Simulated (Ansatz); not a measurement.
# How NaBe (hypothetical, Pm-3m) expands on warming

Wanted: α(T), C_P(T) and B(T) of NaBe (hypothetical) in the quasi-harmonic approximation. The compound is hypothetical: it was made by swapping elements on a known structure type.

Main program and level: Ansatz 0.2.0; DFT PBEsol, scalar-relativistic, plane waves, PAW.

### 1. Starting point

The structure is cubic, space group Pm-3m (No. 221). The conventional cell has a = 3.251 Å, b = 3.251 Å, c = 3.251 Å, α = 90.00°, β = 90.00°, γ = 90.00°. Nearest to Be lie 8 Na at 2.82 Å. Nearest to Na lie 8 Be at 2.82 Å. Farther neighbours are not listed.

### 2. Probe on a coarse mesh

Before spending time, one coarse run tells the gap and the pressure of the starting cell.

input.yaml reads:

```yaml
crystal:
  lattice:
    - [3.25061, 0.0, 0.0]
    - [0.0, 3.25061, 0.0]
    - [0.0, 0.0, 3.25061]
  atoms:
    - { symbol: Be, position: [0.5, 0.5, 0.5] }
    - { symbol: Na, position: [0.0, 0.0, 0.0] }
kpoints:
  mp_grid: { grid: [6, 6, 6] }
hamiltonian:
  xc: pbesol
scf:
  occupations: { method: gaussian, width: 0.1 }
output:
  forces: true
  stress: true
  eigenvalues: true
```

On the command line:

```
> ansatz run input.yaml --threads 4 --pin off --max-ram 8192MiB --backend cpu --events-out ev --progress --plain --runs-dir out
```

Numbers of over 12 decimals in the logs are rounded to 6 here.

What it wrote:

```text
Engine: ansatz 0.2.0, x86_64-unknown-linux-gnu
Pseudopotentials: kind: paw
Pseudopotential: Be, paw, valence charge 2, recommended cutoff 420 eV (normal), Be.paw.azcp
Pseudopotential: Na, paw, valence charge 9, recommended cutoff 420 eV (normal), Na.paw.azcp
Functional definition: PBEsol
  exchange = pbesol_x
  correlation = pbesol_c
Crystal: 2 atoms, lattice volume = 34.347 Å³
Basis set: ecut = 420 eV, 691 PW (Γ), exchange–correlation on 48×48×48 points (8 copies of the dense FFT grid, shifted against one another)
Bands: 10, of which v1, the nominal top of the filled ones, is band 6 counted from 1 (5 counted from 0)
Symmetry: 48 space group operations
Space group: Pm-3m (ITA 221), of the structure as read, at distance tolerance 3.3e-5 Å
k-points: 20 of 216
Non-local potential: Be, projectors of the file, l = 0: 2, l = 1: 2, l = 2: 1
Non-local potential: Na, projectors of the file, l = 0: 3, l = 1: 2, l = 2: 1
PAW form: soft (Blöchl's): semilocal exchange-correlation on the pseudo side does not see the compensation charge
PAW frozen core: Be, regenerated for the run's functional, and the local potential with it (the file was generated under x = pbe(κ = 0.804, μ = 0.219515), c = pbe(β = 0.066725))
PAW frozen core: Na, regenerated for the run's functional, and the local potential with it (the file was generated under x = pbe(κ = 0.804, μ = 0.219515), c = pbe(β = 0.066725))
PAW one-centre angular grid: Be, 110 points (default); XC on 64 Gauss nodes
PAW one-centre angular grid: Na, 110 points (default); XC on 64 Gauss nodes
Initial density: superposition of atomic densities (neutral atoms: chi_scale 0, normalization atom), corrected by the library's trained network
Initial wavefunctions: pseudopotential atomic-orbital guess
Functional: x = pbesol(κ = 0.804, μ = 0.123457), c = pbesol(β = 0.046)
SCF iter   1: F=—  HF=-1564.207265 eV  |F-HF|=—  |Δ(HF+E_count)|=         —  Δρ=2.58e-3  dr2=1.26e-3  ethr=1.77e-3  ⟨swp⟩=5.5  Hψ=1285  notcnv=0
preconditioner: auto → none  [metal: Δε(μ)=0.168 eV  Ē_g=7.988 eV  σ=0.100 eV  W_gap=0.50  n_scr=6 (ndim 8)  ℏωp=11.0 eV  f_vac=0.000  D(μ)=1.29/eV (n_scr^D=6)  sad-step TF]
SCF iter   2: F=—  HF=-1564.206223 eV  |F-HF|=—  |Δ(HF+E_count)|=   1.04e-3  Δρ=9.24e-4  dr2=2.54e-4  ethr=1.14e-5  ⟨swp⟩=2.0  Hψ=457  notcnv=0
SCF iter   3: F=—  HF=-1564.206119 eV  |F-HF|=—  |Δ(HF+E_count)|=   1.05e-4  Δρ=1.97e-4  dr2=6.27e-6  ethr=2.31e-6  ⟨swp⟩=2.2  Hψ=299  notcnv=0
SCF iter   4: F=—  HF=-1564.206044 eV  |F-HF|=—  |Δ(HF+E_count)|=   7.53e-5  Δρ=4.42e-5  dr2=4.72e-7  ethr=5.70e-8  ⟨swp⟩=2.0  Hψ=276  notcnv=0
iter 5 did not close the SCF: its close was put off for the readings that it lacked (scf_convergence_deferred on its scf_iter line)
SCF iter   5: F=-1564.206043 eV  HF=-1564.206043 eV  |F-HF|=1.67e-9  |Δ(HF+E_count)|=   1.38e-7  Δρ=3.04e-6  dr2=1.84e-9  ethr=4.29e-9  ⟨swp⟩=2.0  Hψ=284  notcnv=0
SCF iter   6: F=-1564.206043 eV  HF=-1564.206043 eV  |F-HF|=8.87e-12  |Δ(HF+E_count)|=   2.33e-9  Δρ=3.01e-7  dr2=2.23e-11  ethr=1.67e-11  ⟨swp⟩=2.5  Hψ=686  notcnv=0
SCF 1 converged in 6 iterations: F = -1564.206043 eV  dr2 = 2.23e-11
  greatest PAW one-centre occupation: 0.999 electrons in one spin orbital (limit 2), on the Na atom at site 1 (counted from 0), in its partial waves of l = 0
SCF converged after 6 iterations
Free energy (F): -1564.206043 eV
Harris-Foulkes:  -1564.206043 eV  (|F-HF|=8.87e-12)
Internal energy: -1564.199635 eV  (E = F + TS)
E sigma→0 (E₀):  -1564.202839 eV
Entropy (-TS):   -0.006409 eV (-3.204 meV/atom)
Fermi energy:    3.867863 eV
--- Per-component energies (eV) ---
  E_band       = -206.446763
  E_kinetic    = 136.390406
  E_local      = -1359.114779  (includes V_loc(G=0)·N_el)
  E_nonlocal   = 121.751650
  E_hartree    = 500.878675
  E_xc         = -55.613721
  E_vxc        = -67.424074  (∫ρ·V_xc dr)
  E_paw        = -310.440632  (= ΣΔE_a)
  E_vpaw       = -39.807480  (= ΣTr[D̂ρ^β])
  E_aug_tail   = -0.000031  (compensation charges beyond the density's cutoff)
  E_ewald      = -598.115429
  E_core_change = 0.064225  (= ΣΔE_core)
  E_smearing   = -0.006409  (= −TS)
  E_closure    = 0.000000  (closes the sum)
  Σ components = -1564.206043   (vs F -1564.206043, Δ=0.00e0)
--- Forces (eV/Å), atoms counted from 1 ---
  atom   1  Be     0.00000000     0.00000000    -0.00000000
  atom   2  Na    -0.00000000    -0.00000000    -0.00000000
  max |Σ_I F_I| component: 3.00e-31 eV/Å
--- Stress (GPa, compression-positive) ---
        3.166915       0.000000       0.000000
        0.000000       3.166915       0.000000
       -0.000000       0.000000       3.166915
  P = ⅓ Tr σ = 3.1669 GPa (31.669 kbar)
--- Band table (eV; the first three rows and the last of 20) ---
  k-point 0: bands = ["-47.3231", "-19.3947", "-19.3947", "-19.3947", "-2.1181", "8.5593", "8.5593", "8.5593", "11.2192", "11.2192"]
  k-point 1: bands = ["-47.3219", "-19.4183", "-19.3925", "-19.3925", "-1.7554", "6.2725", "8.7601", "8.7601", "11.6128", "13.4484"]
  k-point 2: bands = ["-47.3194", "-19.4653", "-19.3880", "-19.3880", "-0.6974", "3.4710", "9.2359", "9.2359", "12.7927", "15.3652"]
  k-point 19: bands = ["-47.3089", "-19.4591", "-19.4591", "-19.4591", "4.9265", "4.9265", "4.9265", "6.4771", "9.5870", "9.5870"]
```

It took 1.5 s on 4 threads of Intel Xeon Platinum 8375C at 2.90GHz (Ice Lake), shared host; peak memory 0.32 GiB; 1.9 s of CPU time.

Numbers from this step:

| Property | Result |
| --- | --- |
| pressure | 3.167 GPa |
| volume per atom | 17.17 Å³ |
| gap on the k-mesh | 0 eV |

The start is under 3.2 GPa at this level and looks like a metal on this mesh.

### 3. Finding the static equilibrium

Phonons are second derivatives about a minimum, so cell and atoms are relaxed first, inside the symmetry of the start.

input.yaml, the sections that differ from step 2:

```yaml
kpoints:
  mp_grid: { grid: [14, 14, 14] }
relax:
  adjacent_minimum: "off"
  f_tol: 0.005
  max_steps: 80
  cell: { stress_tol: 0.05 }
# crystal, hamiltonian, scf, output: as in step 2
```

What it wrote:

```text
[...]
Crystal: 2 atoms, lattice volume = 34.347 Å³
Basis set: ecut = 420 eV, 691 PW (Γ), exchange–correlation on 48×48×48 points (8 copies of the dense FFT grid, shifted against one another)
Bands: 10, of which v1, the nominal top of the filled ones, is band 6 counted from 1 (5 counted from 0)
Symmetry: 48 space group operations
[...]
k-points: 120 of 2744
[...]
SCF iter   1: F=—  HF=-1564.250112 eV  |F-HF|=—  |Δ(HF+E_count)|=         —  Δρ=2.49e-3  dr2=1.13e-3  ethr=1.77e-3  ⟨swp⟩=5.3  Hψ=7808  notcnv=0
[...]
SCF iter   6: F=-1564.248973 eV  HF=-1564.248973 eV  |F-HF|=3.87e-12  |Δ(HF+E_count)|=   1.30e-8  Δρ=2.70e-7  dr2=9.44e-12  ethr=2.05e-10  ⟨swp⟩=3.4  Hψ=4203  notcnv=0
SCF 1 converged in 6 iterations: F = -1564.248973 eV  dr2 = 9.44e-12
[...]
relax step   1: F+E_penalty+E_count = -1564.24897259 eV  Δ(F+E_penalty+E_count) = +0.000e0 eV  max|allowed force component| = 3.143e-31 eV/Å  Δτ_max = 0.0000 Å  P = +2.954 GPa  Ω = 34.347 Å³  (6 SCF iters, dr2 threshold 1.00e-7 eV, accepted)
Crystal: 2 atoms, lattice volume = 37.794 Å³
Basis set: ecut = 420 eV, 739 PW (Γ), exchange–correlation on 48×48×48 points (8 copies of the dense FFT grid, shifted against one another)
[...]
iter 1 solved again at ethr=1.70e-5 eV; its pass at ethr=3.10e-3 eV (dr2=1.87e-3 eV) is discarded
[...]
SCF iter   5: F=-1564.277529 eV  HF=-1564.277529 eV  |F-HF|=7.69e-10  |Δ(HF+E_count)|=   1.09e-8  Δρ=1.88e-6  dr2=4.79e-10  ethr=1.82e-9  ⟨swp⟩=4.9  Hψ=5238  notcnv=0
SCF 2 converged in 5 iterations: F = -1564.277529 eV  dr2 = 4.79e-10
relax step   2: F+E_penalty+E_count = -1564.27752893 eV  Δ(F+E_penalty+E_count) = -2.856e-2 eV  max|allowed force component| = 8.217e-31 eV/Å  Δτ_max = 0.0000 Å  P = -0.048 GPa  Ω = 37.794 Å³  energy of the carried Pulay correction = -2.115e-4 eV  (5 SCF iters, dr2 threshold 2.00e-7 eV, accepted)
[...]
SCF iter   5: F=-1564.277780 eV  HF=-1564.277780 eV  |F-HF|=4.50e-11  |Δ(HF+E_count)|=  2.16e-10  Δρ=3.09e-7  dr2=1.82e-11  ethr=1.00e-12  ⟨swp⟩=3.9  Hψ=4990  notcnv=0
SCF 3 converged in 5 iterations: F = -1564.277780 eV  dr2 = 1.82e-11
relax step   3: F+E_penalty+E_count = -1564.27778001 eV  Δ(F+E_penalty+E_count) = -2.511e-4 eV  max|allowed force component| = 2.712e-31 eV/Å  Δτ_max = 0.0000 Å  P = -0.042 GPa  Ω = 37.794 Å³  stress off target by 4.17e-2 GPa  SCF on the basis re-selected at this cell (its energy is not comparable with the rows above)  (5 SCF iters)
basis re-selected at this cell: Δ(F+E_penalty+E_count) = -2.511e-4 eV, ΔP = +0.007 GPa vs the last step (what re-selecting the basis moved, of the pressure what is left beyond the Pulay correction that the steps carried, after the strain that the cell walked since its last selection, with what the two solves' SCF thresholds leave and, on support functions, any second-order correction that the steps lacked; it is no m [...]
SCF converged after 5 iterations
Free energy (F): -1564.277780 eV
[...]
Internal energy: -1564.272983 eV  (E = F + TS)
E sigma→0 (E₀):  -1564.275382 eV
Entropy (-TS):   -0.004797 eV (-2.398 meV/atom)
Fermi energy:    3.261266 eV
[...]
--- Stress (GPa, compression-positive) ---
       -0.041653       0.000000       0.000000
        0.000000      -0.041653       0.000000
        0.000000       0.000000      -0.041653
  P = ⅓ Tr σ = -0.0417 GPa (-0.417 kbar)
--- Band table (eV; the first three rows and the last of 120) ---
[...]
--- Relaxed structure (2 steps of the walk, 2 accepted, 1 SCFs on fresh bases) ---
  F+E_penalty+E_count = -1564.27778001 eV   max|allowed force component| = 2.712e-31 eV/Å   (the final SCF, on the basis selected at the relaxed cell)
  cell:  # Å, volume = 37.7939 Å³
    - [3.355886, 0, 0]
    - [0, 3.355886, 0]
    - [0, 0, 3.355886]
  atoms:
    - { symbol: Be, position: [0.500000, 0.500000, 0.500000] }
    - { symbol: Na, position: [0, 0, 0] }
```

Run time: 1.9 s. Hardware: 4 threads; peak memory 0.38 GiB.

Step by step:

```tsv
step	energy less that of the first step (eV)	largest force component (eV/Å)	pressure (GPa)	volume (Å³)
1	0.0000	0.0000	2.95	34.35
2	-0.0286	0.0000	-0.05	37.79
3*	-0.0288	0.0000	-0.04	37.79
```

Relaxation steps marked * repeat the geometry before them on a plane-wave basis chosen anew for their cell, so energy and pressure can jump there.

The run keeps the 48 symmetry operations that it works with, so distortions that break them were not tested.

```tsv
conventional cell, symmetrised	before	after	change
a (Å)	3.251	3.356	+3.2 %
b (Å)	3.251	3.356	+3.2 %
c (Å)	3.251	3.356	+3.2 %
volume (Å³/atom)	17.17	18.90	+10.0 %
```

The relaxed structure:

```xyz
2
Lattice="3.3559 0.0000 0.0000 0.0000 3.3559 0.0000 0.0000 0.0000 3.3559" Properties=species:S:1:pos:R:3 pbc="T T T"
Be    1.6779    1.6779    1.6779
Na    0.0000    0.0000    0.0000
```

Numbers from this step:

```
pressure        : -0.04165 GPa
volume per atom : 18.90 Å³
```

The relaxation ends with a pressure of -0.04 GPa.

### 4. A second relaxation

The relaxation is run once more from where the first one ended, as the script does after a large change of volume or of the gap, with mesh and occupations reviewed.

input.yaml, the sections that differ from step 3:

```yaml
crystal:
  lattice:
    - [3.3558860613, 0.0, 0.0]
    - [0.0, 3.3558860613, 0.0]
    - [0.0, 0.0, 3.3558860613]
  atoms:
    - { symbol: Be, position: [0.5, 0.5, 0.5] }
    - { symbol: Na, position: [0.0, 0.0, 0.0] }
kpoints:
  mp_grid: { grid: [12, 12, 12] }
# hamiltonian, scf, output, relax: as in step 3
```

What it wrote:

```text
[...]
Crystal: 2 atoms, lattice volume = 37.794 Å³
Basis set: ecut = 420 eV, 739 PW (Γ), exchange–correlation on 48×48×48 points (8 copies of the dense FFT grid, shifted against one another)
Bands: 10, of which v1, the nominal top of the filled ones, is band 6 counted from 1 (5 counted from 0)
Symmetry: 48 space group operations
[...]
k-points: 84 of 1728
[...]
P = ⅓ Tr σ = -0.0275 GPa (-0.275 kbar)
--- Band table (eV; the first three rows and the last of 84) ---
[...]
--- Relaxed structure (1 steps of the walk, 1 accepted, 1 SCFs on fresh bases) ---
[...]
cell:  # Å, volume = 37.7939 Å³
    - [3.3558860613, 0.0, 0.0]
    - [0.0, 3.3558860613, 0.0]
    - [0.0, 0.0, 3.3558860613]
  atoms:
    - { symbol: Be, position: [0.500000, 0.500000, 0.500000] }
    - { symbol: Na, position: [0.0, 0.0, 0.0] }
[key lines of the parts left out:]
SCF converged after 3 iterations
Free energy (F): -1564.274962 eV
Fermi energy:    3.253601 eV
```

Run time: 0.98 s. Hardware: 4 threads; peak memory 0.39 GiB.

Little changed from the start: no atom moved by 0.005 Å and no cell edge by 0.1 %.

Numbers from this step:

- pressure: -0.02747 GPa

### 5. Tight relaxation

The thresholds are tightened for a last relaxation ahead of the phonons, and where mesh or smearing change with them the cell follows.

input.yaml, the sections that differ from step 4:

```yaml
scf:
  occupations: { method: methfessel_paxton, width: 0.15 }
relax:
  adjacent_minimum: "off"
  f_tol: 0.001
  max_steps: 60
  cell: { stress_tol: 0.01 }
# crystal, kpoints, hamiltonian, output: as in step 4
```

What it wrote:

```text
[...]
Crystal: 2 atoms, lattice volume = 37.794 Å³
Basis set: ecut = 420 eV, 739 PW (Γ), exchange–correlation on 48×48×48 points (8 copies of the dense FFT grid, shifted against one another)
Bands: 10, of which v1, the nominal top of the filled ones, is band 6 counted from 1 (5 counted from 0)
Symmetry: 48 space group operations
[...]
k-points: 84 of 1728
[...]
0.000000      -0.000000      -0.001563
  P = ⅓ Tr σ = -0.0016 GPa (-0.016 kbar)
--- Band table (eV; the first three rows and the last of 84) ---
[...]
--- Relaxed structure (2 steps of the walk, 2 accepted, 1 SCFs on fresh bases) ---
[...]
cell:  # Å, volume = 37.7463 Å³
    - [3.354476, 0.0, 0]
    - [0.0, 3.354476, 0]
    - [0, 0, 3.354476]
  atoms:
    - { symbol: Be, position: [0.500000, 0.500000, 0.500000] }
    - { symbol: Na, position: [0, 0, 0] }
[key lines of the parts left out:]
SCF converged after 4 iterations
Free energy (F): -1564.272694 eV
Fermi energy:    3.260883 eV
```

Elapsed: 1.4 s, on 4 threads; peak memory 0.39 GiB.

Little changed from the start: no atom moved by 0.005 Å and no cell edge by 0.1 %.

This step gave:

```yaml
pressure: -0.001563 GPa
volume_per_atom: 18.87 Å³
```

The residual pressure is -0.0016 GPa, small enough for phonons.

(Continued in part 2 of 3.)

[Logs are printed without paths, hosts, clocks, repeated set-up lines and the standing remarks that a program may print on its own settings, such as how far it seeks lower states.]

[Hosts, paths, dates, database ids (printed as entryN), source tags and the programs' standing remarks are cut or masked in the printed files.]

[A step with changed settings may run another functional than the one named; its input shows which.]

[Pressures of single members of a volume series are the stress at the run's cutoff; with an incomplete basis they can lie off −dE/dV of the same runs, and they are not shown converged.]
